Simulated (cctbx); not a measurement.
**What resolution and counting buy: Cs3HoTe3**

Space group P2_13 (no. 198), a = 10.6860 Å, b = 10.6860 Å, c = 10.6860 Å, α = 90.00°, β = 90.00°, γ = 90.00°.

| atom | mult. | x | y | z | Ueq (Å²) |
| --- | --- | --- | --- | --- | --- |
| Ho1 | 4 | 0.4708 | 0.9708 | 0.5292 | 0.0109 |
| Cs1 | 4 | 0.3207 | 0.3207 | 0.3207 | 0.0095 |
| Cs2 | 4 | 0.1872 | 0.3128 | 0.6872 | 0.0072 |
| Cs3 | 4 | 0.0706 | 0.9294 | 0.4294 | 0.0076 |
| Te1 | 12 | 0.4913 | 0.2066 | 0.6037 | 0.0100 |

The model was made for the exercise: a known structure type with other elements put in, its volume estimated, not relaxed; displacement parameters are assumed.

Five simulated data sets (cctbx; Ag Kα, λ = 0.56087 Å; 6 % proportional error) differ in resolution or exposure (noise floor 2 counts in the first three, 8 in the last two). Each is refined with the right model, isotropic at 1.1 Å and anisotropic otherwise. How do the figures of merit and the uncertainties move?

| d min (Å) | top counts | ⟨I/σ⟩ (unmerged, absences included) | unique | param. (scale apart) | Rint | R1 | GooF | largest s.u. xyz (fractional) | s.u. U of Te1 (Å²) | largest error (Å) |
| --- | --- | --- | --- | --- | --- | --- | --- | --- | --- | --- |
| 1.1 | 20000 | 13.6 | 330 | 12 | 0.049 | 0.0095 | 1.01 | 0.00004 | 0.0002 | 0.0009 |
| 0.84 | 20000 | 13.0 | 726 | 21 | 0.050 | 0.0094 | 0.96 | 0.00002 | 0.0001 | 0.0006 |
| 0.6 | 20000 | 11.4 | 1988 | 21 | 0.052 | 0.0107 | 0.94 | 0.00001 | 0.0000 | 0.0004 |
| 0.75 | 300 | 1.6 | 1023 | 21 | 0.375 | 0.0694 | 0.95 | 0.00022 | 0.0011 | 0.0048 |
| 0.75 | 3000 | 6.8 | 1023 | 21 | 0.084 | 0.0195 | 0.95 | 0.00004 | 0.0002 | 0.0013 |

The number of reflections grows roughly as 1/d³: 330, 726 and 1988 here. R1 follows the noise rather than the truth: at 300 counts it is 0.0694, at 3000 counts 0.0195, while GooF is 0.95 and 0.95: the weights 1/σ² carry the noise. The s.u. of U (U11 where anisotropic) for Te1 goes 0.0002, 0.0001, 0.0000 Å² with resolution and 0.0011, 0.0002 Å² with exposure.

Hardware for the 0.6 Å refinement: 0.5 s on 1 thread of Arm Neoverse V2, with other jobs on the host, peak memory 0.09 GiB.
